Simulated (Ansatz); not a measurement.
## The perfect Sn wire along [110], 8 atoms a period, H-terminated

Aim: is the Sn wire along [110], 8 atoms a period, H-terminated a metal or a semiconductor?

Main program and level: Ansatz 0.2.0; DFT PBE, plane waves, PAW; relaxation of a wire's period; PAW set soft_1, in the first sound run; inputs show where later runs differ.

### 1. Starting point

The cell holds 16 atoms: 8 Sn and 8 H. Cell: a = 17.133 Å, b = 14.360 Å, c = 4.702 Å, α = 90.0°, β = 90.0°, γ = 90.0°. Vacuum lies along a and b. The structure's axis is c.

### 2. Relaxation of atoms and period

Band widths follow the bond lengths, so the wire is relaxed first. The atoms and the third cell vector are free; the box across stays fixed as vacuum. A Fermi-Dirac smearing is set since the result may be a metal. The pressure printed is a third of the stress's trace over the whole box, vacuum included; only the stress along the axis is relaxed.

File input.yaml:

```yaml
crystal:
  lattice:
    - [17.133, 0.0, 0.0]
    - [0.0, 14.36, 0.0]
    - [0.0, 0.0, 4.7022600949]
  atoms:
    - { symbol: Sn, position: [0.354454151, 0.499999935, 0.0] }
    - { symbol: H, position: [0.392517364, 0.763231067, 0.0] }
    - { symbol: Sn, position: [0.451489113, 0.663727654, 0.0] }
    - { symbol: Sn, position: [0.451489113, 0.336272216, 0.0] }
    - { symbol: Sn, position: [0.742593998, 0.499999935, 0.0] }
    - { symbol: H, position: [0.801565747, 0.599503348, 0.0] }
    - { symbol: H, position: [0.801565747, 0.400496521, 0.0] }
    - { symbol: H, position: [0.198447441, 0.599503348, 0.5] }
    - { symbol: H, position: [0.198447441, 0.400496521, 0.5] }
    - { symbol: Sn, position: [0.257419189, 0.499999935, 0.5] }
    - { symbol: Sn, position: [0.548524075, 0.663727654, 0.5] }
    - { symbol: Sn, position: [0.548524075, 0.336272216, 0.5] }
    - { symbol: H, position: [0.607495823, 0.763231067, 0.5] }
    - { symbol: H, position: [0.607495823, 0.236768802, 0.5] }
    - { symbol: Sn, position: [0.645559036, 0.499999935, 0.5] }
    - { symbol: H, position: [0.392517364, 0.236768802, 0.0] }
kpoints:
  mp_grid: { grid: [1, 1, 18] }
scf:
  occupations: { method: fermi_dirac, width: 0.05 }
hamiltonian:
  xc: pbe
  pseudopotentials: { kind: paw, azcp: { folder: soft_1 } }
relax:
  cell: { fix: [a, b, alpha, beta, gamma] }
  max_steps: 45
  f_tol: 0.03
```

Run with:

```console
ansatz run input.yaml --threads 4 --pin off --max-ram 16384MiB --backend cpu --events-out ev --progress --plain --runs-dir out
```

Numbers of over 12 decimals in the logs are rounded to 6 here.

Log:

```text
Engine: ansatz 0.2.0, aarch64-unknown-linux-gnu
Pseudopotentials: kind: paw
Pseudopotential: Sn, paw, valence charge 14, recommended cutoff 420 eV (normal), soft_1/Sn.paw.azcp
Pseudopotential: H, paw, valence charge 1, recommended cutoff 420 eV (normal), soft_1/H.paw.azcp
Functional definition: PBE
  parameter kappa = 0.804
  parameter beta = 0.066725
  exchange = pbe_x(kappa = kappa, mu = beta*pi^2/3)
  correlation = pbe_c(beta = beta)
Crystal: 16 atoms, lattice volume = 1156.896 Å³
Basis set: ecut = 420 eV, 22589 PW (Γ), exchange–correlation on 240×192×64 points (8 copies of the dense FFT grid, shifted against one another)
Bands: 76, of which v1, the nominal top of the filled ones, is band 60 counted from 1 (59 counted from 0)
Symmetry: 8 space group operations
Space group: Pmma (ITA 51), of the structure as read, at distance tolerance 1.0e-4 Å
k-points: 10 of 18
Non-local potential: Sn, projectors of the file, l = 0: 2, l = 1: 2, l = 2: 2, l = 3: 1
Non-local potential: H, projectors of the file, l = 0: 2, l = 1: 1
PAW form: soft (Blöchl's): semilocal exchange-correlation on the pseudo side does not see the compensation charge
PAW one-centre angular grid: Sn, 590 points (default); XC on 64 Gauss nodes
PAW one-centre angular grid: H, 110 points (default); XC on 64 Gauss nodes
Initial density: superposition of atomic densities (neutral atoms: chi_scale 0, normalization atom)
Initial wavefunctions: pseudopotential atomic-orbital guess
Functional: x = pbe(κ = 0.804, μ = 0.219515), c = pbe(β = 0.066725)
SCF iter   1: F=—  HF=-48320.038854 eV  |F-HF|=—  |Δ(HF+E_count)|=         —  Δρ=2.54e-2  dr2=7.75e0  ethr=3.10e-3  ⟨swp⟩=8.1  Hψ=3635  notcnv=0  defer=4
preconditioner: auto → Resta (q_TF=auto, 1.870 Å⁻¹)  ε∞=1.8  [insulator: Δε(μ)=0.941 eV  Ē_g=7.933 eV  σ=0.050 eV  W_gap=1.00  n_scr=128 (ndim 8)  ℏωp=6.9 eV  f_vac=0.606  D(μ)=0.00/eV (n_scr^D=0)  ε∞_Penn≈1.8  vacuum switching on, ρ_ref=4.6e-3 e/Å³]
SCF iter   2: F=—  HF=-48318.118430 eV  |F-HF|=—  |Δ(HF+E_count)|=    1.92e0  Δρ=9.31e-3  dr2=1.39e0  ethr=3.10e-3  ⟨swp⟩=3.7  Hψ=1229  notcnv=0  defer=85
SCF iter   3: F=—  HF=-48317.855324 eV  |F-HF|=—  |Δ(HF+E_count)|=   2.63e-1  Δρ=3.39e-3  dr2=4.19e-1  ethr=1.16e-3  ⟨swp⟩=3.9  Hψ=1188  notcnv=0  defer=86
SCF iter   4: F=—  HF=-48317.780871 eV  |F-HF|=—  |Δ(HF+E_count)|=   7.45e-2  Δρ=9.98e-4  dr2=2.04e-2  ethr=3.49e-4  ⟨swp⟩=4.3  Hψ=1104  notcnv=0  defer=86
SCF iter   5: F=—  HF=-48317.782728 eV  |F-HF|=—  |Δ(HF+E_count)|=   1.86e-3  Δρ=3.77e-4  dr2=2.67e-3  ethr=1.70e-5  ⟨swp⟩=2.0  Hψ=1082  notcnv=0  defer=86
SCF iter   6: F=—  HF=-48317.783204 eV  |F-HF|=—  |Δ(HF+E_count)|=   4.76e-4  Δρ=1.62e-4  dr2=4.29e-4  ethr=2.23e-6  ⟨swp⟩=2.0  Hψ=844  notcnv=0  defer=86
SCF iter   7: F=—  HF=-48317.783423 eV  |F-HF|=—  |Δ(HF+E_count)|=   2.19e-4  Δρ=4.39e-5  dr2=2.96e-5  ethr=3.57e-7  ⟨swp⟩=2.0  Hψ=874  notcnv=0  defer=86
SCF iter   8: F=—  HF=-48317.783437 eV  |F-HF|=—  |Δ(HF+E_count)|=   1.39e-5  Δρ=1.02e-5  dr2=1.82e-6  ethr=2.46e-8  ⟨swp⟩=2.3  Hψ=1117  notcnv=0  defer=86
SCF iter   9: F=—  HF=-48317.783441 eV  |F-HF|=—  |Δ(HF+E_count)|=   3.75e-6  Δρ=3.29e-6  dr2=1.56e-7  ethr=1.52e-9  ⟨swp⟩=3.0  Hψ=1423  notcnv=0  defer=86
SCF iter  10: F=-48317.783441 eV  HF=-48317.783441 eV  |F-HF|=9.72e-9  |Δ(HF+E_count)|=   3.88e-7  Δρ=8.58e-7  dr2=1.28e-8  ethr=8.33e-11  ⟨swp⟩=5.0  Hψ=2463  notcnv=0
SCF 1 converged in 10 iterations: F = -48317.783441 eV  dr2 = 1.28e-8
  greatest PAW one-centre occupation: 0.991 electrons in one spin orbital (limit 2), on the Sn atom at site 9 (counted from 0), in its partial waves of l = 2
relax step   1: F+E_penalty+E_count = -48317.78344104 eV  Δ(F+E_penalty+E_count) = +0.000e0 eV  max|allowed force component| = 1.998e-1 eV/Å  Δτ_max = 0.0000 Å  P = -0.378 GPa  Ω = 1156.896 Å³  fix = [a, b, alpha, beta, gamma]  reactions: a -0.389, b -0.500 GPa  (10 SCF iters, dr2 threshold 1.00e-7 eV, accepted)
Crystal: 16 atoms, lattice volume = 1156.342 Å³
Basis set: ecut = 420 eV, 22585 PW (Γ), exchange–correlation on 240×192×64 points (8 copies of the dense FFT grid, shifted against one another)
Initial density: handed on by an earlier stage of this run
Initial wavefunctions: those handed on with the density
iter 1 solved again at ethr=3.56e-4 eV; its pass at ethr=3.10e-3 eV (dr2=4.28e-1 eV) is discarded
SCF iter   1: F=—  HF=-48317.692784 eV  |F-HF|=—  |Δ(HF+E_count)|=         —  Δρ=7.30e-3  dr2=4.34e-1  ethr=3.56e-4  ⟨swp⟩=3.3  Hψ=3735  notcnv=0
preconditioner: auto → Resta (q_TF=auto, 1.870 Å⁻¹)  ε∞=1.8  [insulator: Δε(μ)=1.523 eV  Ē_g=7.913 eV  σ=0.050 eV  W_gap=1.00  n_scr=128 (ndim 8)  ℏωp=6.9 eV  f_vac=0.669  D(μ)=0.00/eV (n_scr^D=0)  ε∞_Penn≈1.8  vacuum switching on, ρ_ref=4.5e-3 e/Å³]
SCF iter   2: F=—  HF=-48317.633902 eV  |F-HF|=—  |Δ(HF+E_count)|=   5.89e-2  Δρ=3.59e-3  dr2=9.51e-2  ethr=3.56e-4  ⟨swp⟩=3.2  Hψ=1033  notcnv=0
SCF iter   3: F=—  HF=-48317.629846 eV  |F-HF|=—  |Δ(HF+E_count)|=   4.06e-3  Δρ=6.55e-4  dr2=1.25e-2  ethr=7.92e-5  ⟨swp⟩=3.2  Hψ=1167  notcnv=0
SCF iter   4: F=—  HF=-48317.628040 eV  |F-HF|=—  |Δ(HF+E_count)|=   1.81e-3  Δρ=1.55e-4  dr2=6.36e-4  ethr=1.04e-5  ⟨swp⟩=2.3  Hψ=1057  notcnv=0
SCF iter   5: F=—  HF=-48317.628040 eV  |F-HF|=—  |Δ(HF+E_count)|=   7.23e-7  Δρ=5.65e-5  dr2=8.71e-5  ethr=5.30e-7  ⟨swp⟩=2.3  Hψ=1098  notcnv=0
SCF iter   6: F=—  HF=-48317.628050 eV  |F-HF|=—  |Δ(HF+E_count)|=   9.82e-6  Δρ=2.38e-5  dr2=2.25e-5  ethr=7.26e-8  ⟨swp⟩=2.0  Hψ=897  notcnv=0
SCF iter   7: F=—  HF=-48317.628051 eV  |F-HF|=—  |Δ(HF+E_count)|=   1.03e-6  Δρ=9.81e-6  dr2=2.45e-6  ethr=1.88e-8  ⟨swp⟩=2.0  Hψ=876  notcnv=0
SCF iter   8: F=-48317.628052 eV  HF=-48317.628052 eV  |F-HF|=8.42e-8  |Δ(HF+E_count)|=   9.09e-7  Δρ=2.78e-6  dr2=1.65e-7  ethr=1.33e-9  ⟨swp⟩=5.2  Hψ=2427  notcnv=0
SCF 2 converged in 8 iterations: F = -48317.628052 eV  dr2 = 1.65e-7
  greatest PAW one-centre occupation: 0.990 electrons in one spin orbital (limit 2), on the Sn atom at site 9 (counted from 0), in its partial waves of l = 2
relax step   2: F+E_penalty+E_count = -48317.62805223 eV  Δ(F+E_penalty+E_count) = +1.554e-1 eV  max|allowed force component| = 9.632e-1 eV/Å  Δτ_max = 0.1953 Å  P = +0.474 GPa  Ω = 1156.342 Å³  energy of the carried Pulay correction = +4.188e-5 eV  fix = [a, b, alpha, beta, gamma]  (8 SCF iters, dr2 threshold 1.60e-6 eV, rejected (line search))
Crystal: 16 atoms, lattice volume = 1158.076 Å³
Basis set: ecut = 420 eV, 22621 PW (Γ), exchange–correlation on 240×192×64 points (8 copies of the dense FFT grid, shifted against one another)
[...]
SCF iter   3: F=—  HF=-48317.855402 eV  |F-HF|=—  |Δ(HF+E_count)|=   2.42e-3  Δρ=5.50e-4  dr2=6.08e-3  ethr=2.94e-5  ⟨swp⟩=3.0  Hψ=1600  notcnv=0
SCF iter   4: F=—  HF=-48317.854595 eV  |F-HF|=—  |Δ(HF+E_count)|=   8.08e-4  Δρ=1.17e-4  dr2=5.28e-4  ethr=5.06e-6  ⟨swp⟩=3.0  Hψ=1461  notcnv=0
SCF iter   5: F=—  HF=-48317.854580 eV  |F-HF|=—  |Δ(HF+E_count)|=   1.49e-5  Δρ=4.11e-5  dr2=4.34e-5  ethr=4.40e-7  ⟨swp⟩=2.0  Hψ=870  notcnv=0
SCF iter   6: F=—  HF=-48317.854526 eV  |F-HF|=—  |Δ(HF+E_count)|=   5.35e-5  Δρ=1.66e-5  dr2=8.89e-6  ethr=3.62e-8  ⟨swp⟩=2.0  Hψ=924  notcnv=0
SCF iter   7: F=—  HF=-48317.854603 eV  |F-HF|=—  |Δ(HF+E_count)|=   7.67e-5  Δρ=6.22e-6  dr2=7.19e-7  ethr=7.41e-9  ⟨swp⟩=2.0  Hψ=960  notcnv=0
SCF iter   8: F=—  HF=-48317.854604 eV  |F-HF|=—  |Δ(HF+E_count)|=   6.42e-7  Δρ=1.95e-6  dr2=6.00e-8  ethr=5.99e-10  ⟨swp⟩=2.4  Hψ=1275  notcnv=0
SCF iter   9: F=—  HF=-48317.854604 eV  |F-HF|=—  |Δ(HF+E_count)|=   1.29e-7  Δρ=5.35e-7  dr2=5.30e-9  ethr=5.00e-11  ⟨swp⟩=3.0  Hψ=1506  notcnv=0
SCF iter  10: F=—  HF=-48317.854604 eV  |F-HF|=—  |Δ(HF+E_count)|=   4.98e-9  Δρ=1.66e-7  dr2=4.58e-10  ethr=4.42e-12  ⟨swp⟩=2.1  Hψ=1361  notcnv=0
SCF iter  11: F=-48317.854604 eV  HF=-48317.854604 eV  |F-HF|=7.28e-12  |Δ(HF+E_count)|=  8.08e-10  Δρ=5.43e-8  dr2=3.57e-11  ethr=1.00e-12  ⟨swp⟩=5.7  Hψ=2821  notcnv=0
SCF 3 converged in 11 iterations: F = -48317.854604 eV  dr2 = 3.57e-11
relax step   3: F+E_penalty+E_count = -48317.85460367 eV  Δ(F+E_penalty+E_count) = -7.116e-2 eV  max|allowed force component| = 4.063e-2 eV/Å  Δτ_max = 0.0773 Å  P = -0.042 GPa  Ω = 1158.076 Å³  energy of the carried Pulay correction = -8.906e-5 eV  fix = [a, b, alpha, beta, gamma]  reactions: a -0.052, b -0.038 GPa  (11 SCF iters, accepted)
[...]
relax step   4: F+E_penalty+E_count = -48317.85592755 eV  Δ(F+E_penalty+E_count) = -1.324e-3 eV  max|allowed force component| = 1.942e-2 eV/Å  Δτ_max = 0.0106 Å  P = -0.007 GPa  Ω = 1157.198 Å³  energy of the carried Pulay correction = -2.275e-5 eV  fix = [a, b, alpha, beta, gamma]  reactions: a -0.006, b -0.006 GPa  (6 SCF iters, dr2 threshold 1.03e-7 eV, accepted)
Initial wavefunctions: pseudopotential atomic-orbital guess (no wavefunctions were taken with the density)
iter 1 solved again at ethr=5.33e-7 eV; its pass at ethr=3.10e-3 eV (dr2=6.40e-4 eV) is discarded
SCF iter   1: F=—  HF=-48317.855830 eV  |F-HF|=—  |Δ(HF+E_count)|=         —  Δρ=5.06e-6  dr2=3.79e-8  ethr=5.33e-7  ⟨swp⟩=3.5  Hψ=5915  notcnv=0
eigensolver tolerance schedule: the retry pair's looser diagonalisation over-reported the residual by 16866.64 of it (diagonalisation noise at an unbounded share of the residual, at the tolerance the schedule requests for it); recorded, not acted on — ethr = c·dr2/N_el stays at c = 1.0e-1
preconditioner: auto → Resta (q_TF=auto, 1.870 Å⁻¹)  ε∞=1.8  [insulator: Δε(μ)=1.328 eV  Ē_g=7.743 eV  σ=0.050 eV  W_gap=1.00  n_scr=128 (ndim 8)  ℏωp=6.9 eV  f_vac=0.656  D(μ)=0.00/eV (n_scr^D=0)  ε∞_Penn≈1.8  vacuum switching on, ρ_ref=4.3e-3 e/Å³]
SCF iter   2: F=—  HF=-48317.855911 eV  |F-HF|=—  |Δ(HF+E_count)|=   8.11e-5  Δρ=2.58e-6  dr2=1.07e-8  ethr=3.16e-11  ⟨swp⟩=4.6  Hψ=1982  notcnv=0
SCF iter   3: F=—  HF=-48317.855929 eV  |F-HF|=—  |Δ(HF+E_count)|=   1.74e-5  Δρ=1.74e-6  dr2=2.02e-9  ethr=8.95e-12  ⟨swp⟩=2.9  Hψ=1487  notcnv=0
SCF iter   4: F=—  HF=-48317.855949 eV  |F-HF|=—  |Δ(HF+E_count)|=   2.06e-5  Δρ=1.88e-7  dr2=5.54e-10  ethr=1.68e-12  ⟨swp⟩=3.2  Hψ=1529  notcnv=0
SCF iter   5: F=-48317.855949 eV  HF=-48317.855949 eV  |F-HF|=1.82e-9  |Δ(HF+E_count)|=   2.02e-9  Δρ=7.35e-8  dr2=1.09e-10  ethr=1.00e-12  ⟨swp⟩=5.5  Hψ=2787  notcnv=0
SCF 5 converged in 5 iterations: F = -48317.855949 eV  dr2 = 1.09e-10
relax step   5: F+E_penalty+E_count = -48317.85594937 eV  Δ(F+E_penalty+E_count) = -2.182e-5 eV  max|allowed force component| = 1.943e-2 eV/Å  Δτ_max = 0.0000 Å  P = -0.007 GPa  Ω = 1157.198 Å³  fix = [a, b, alpha, beta, gamma]  reactions: a -0.006, b -0.005 GPa  stress off target by 8.00e-3 GPa on what of the cell is left free  SCF on the basis re-selected at this cell (its energy is not comparable with the rows above)  (5 SCF iters)
basis re-selected at this cell: Δ(F+E_penalty+E_count) = -2.182e-5 eV, ΔP = +0.000 GPa vs the last step (what re-selecting the basis moved, of the pressure what is left beyond the Pulay correction that the steps carried, after the strain that the cell walked since its last selection, with what the two solves' SCF thresholds leave and, on support functions, any second-order correction that the steps lacked; it is no m [...]
SCF converged after 5 iterations
Free energy (F): -48317.855949 eV
Harris-Foulkes:  -48317.855949 eV  (|F-HF|=1.82e-9)
Internal energy: -48317.855949 eV  (E = F + TS)
E sigma→0 (E₀):  -48317.855949 eV
Entropy (-TS):   -0.000000 eV (-0.000 meV/atom)
Fermi energy:    -1.297008 eV
--- Per-component energies (eV) ---
  E_band       = -2062.714324
  E_kinetic    = 1443.067959
  E_local      = -41540.779721  (includes V_loc(G=0)·N_el)
  E_nonlocal   = 1163.671975
  E_hartree    = 20099.759231
  E_xc         = -1068.071297
  E_vxc        = -720.929020  (∫ρ·V_xc dr)
  E_paw        = -34967.896083  (= ΣΔE_a)
  E_vpaw       = -2607.257615  (= ΣTr[D̂ρ^β])
  E_aug_tail   = -0.004771  (compensation charges beyond the density's cutoff)
  E_ewald      = 6552.396758
  E_smearing   = -0.000000  (= −TS)
  E_closure    = 0.000000  (closes the sum)
  Σ components = -48317.855949   (vs F -48317.855949, Δ=0.00e0)
--- Forces (eV/Å), atoms counted from 1 ---
  atom   1  Sn     0.01685239     0.00000000    -0.00000000
  atom   2  H      0.00425205     0.00159073    -0.00000000
  atom   3  Sn    -0.01942950    -0.01164697     0.00000000
  atom   4  Sn    -0.01942950     0.01164697     0.00000000
  atom   5  Sn     0.00149001     0.00000000    -0.00000000
  atom   6  H     -0.00017341     0.00468252     0.00000000
  atom   7  H     -0.00017341    -0.00468252     0.00000000
  atom   8  H      0.00017341     0.00468252    -0.00000000
  atom   9  H      0.00017341    -0.00468252    -0.00000000
  atom  10  Sn    -0.00149001    -0.00000000     0.00000000
  atom  11  Sn     0.01942950    -0.01164697    -0.00000000
  atom  12  Sn     0.01942950     0.01164697    -0.00000000
  atom  13  H     -0.00425205     0.00159073     0.00000000
  atom  14  H     -0.00425205    -0.00159073     0.00000000
  atom  15  Sn    -0.01685239    -0.00000000     0.00000000
  atom  16  H      0.00425205    -0.00159073    -0.00000000
  max |Σ_I F_I| component: 3.25e-18 eV/Å
--- Stress (GPa, compression-positive) ---
       -0.006052      -0.000000       0.000000
       -0.000000      -0.005497      -0.000000
        0.000000      -0.000000      -0.007997
  P = ⅓ Tr σ = -0.0065 GPa (-0.065 kbar)
--- Relaxed structure (4 steps of the walk, 3 accepted, 1 SCFs on fresh bases) ---
  F+E_penalty+E_count = -48317.85594937 eV   max|allowed force component| = 1.943e-2 eV/Å   (the final SCF, on the basis selected at the relaxed cell)
  cell:  # Å, volume = 1157.1977 Å³
    - [17.133, 0, 0]
    - [0, 14.36, 0]
    - [0, 0, 4.703484]
  atoms:
    - { symbol: Sn, position: [0.354814, 0.500000, 0] }
    - { symbol: H, position: [0.394444, 0.758100, 0] }
    - { symbol: Sn, position: [0.453292, 0.659251, 0] }
    - { symbol: Sn, position: [0.453292, 0.340749, 0] }
    - { symbol: Sn, position: [0.738440, 0.500000, 0] }
    - { symbol: H, position: [0.799092, 0.596654, 0] }
    - { symbol: H, position: [0.799092, 0.403346, 0] }
    - { symbol: H, position: [0.200908, 0.596654, 0.5] }
    - { symbol: H, position: [0.200908, 0.403346, 0.5] }
    - { symbol: Sn, position: [0.261560, 0.500000, 0.5] }
    - { symbol: Sn, position: [0.546708, 0.659251, 0.5] }
    - { symbol: Sn, position: [0.546708, 0.340749, 0.5] }
    - { symbol: H, position: [0.605556, 0.758100, 0.5] }
    - { symbol: H, position: [0.605556, 0.241900, 0.5] }
    - { symbol: Sn, position: [0.645186, 0.500000, 0.5] }
    - { symbol: H, position: [0.394444, 0.241900, 0] }
```

Wall time 78 s (4 threads of Arm Neoverse V1, shared host); peak memory 2.3 GiB.

The steps of the relaxation:

```
step  energy less that of the first step (eV)  largest force component (eV/Å)  pressure (GPa)  volume (Å³)
   1                                   0.0000                          0.1998           -0.38      1156.90
   2                                   0.1554                          0.9632            0.47      1156.34
   3                                  -0.0712                          0.0406           -0.04      1158.08
   4                                  -0.0725                          0.0194           -0.01      1157.20
  5*                                  -0.0725                          0.0194           -0.01      1157.20
```

Relaxation steps marked * repeat the geometry before them on a plane-wave basis chosen anew for their cell, so energy and pressure can jump there. Relaxation step 2 was tried and not accepted.

The run keeps the 8 symmetry operations that it works with, so distortions that break them were not tested.

```
cell as run  before  after  change
      c (Å)   4.702  4.703  +0.0 %
```

The atoms that moved most (Å, along periodic axes as changes of fractional coordinates times the final cell, across vacuum about the mean position):

```
atom      dx      dy     dz  length
 H16   0.033   0.074  0.000   0.081
 H14  -0.033   0.074  0.000   0.081
  H2   0.033  -0.074  0.000   0.081
 H13  -0.033  -0.074  0.000   0.081
Sn11  -0.031  -0.064  0.000   0.071
 Sn3   0.031  -0.064  0.000   0.071
Sn12  -0.031   0.064  0.000   0.071
 Sn4   0.031   0.064  0.000   0.071
```

Numbers from this step:

| Quantity | Value |
| --- | --- |
| cell length along the wire | 4.703 Å |

The cell's length comes to 4.703 Å with spin left out.

(Continued in part 2 of 3.)

[Logs are printed without paths, hosts, clocks, repeated set-up lines and the standing remarks that a program may print on its own settings, such as how far it seeks lower states.]

[Hosts, paths, dates, database ids (printed as entryN), source tags and the programs' standing remarks are cut or masked in the printed files.]
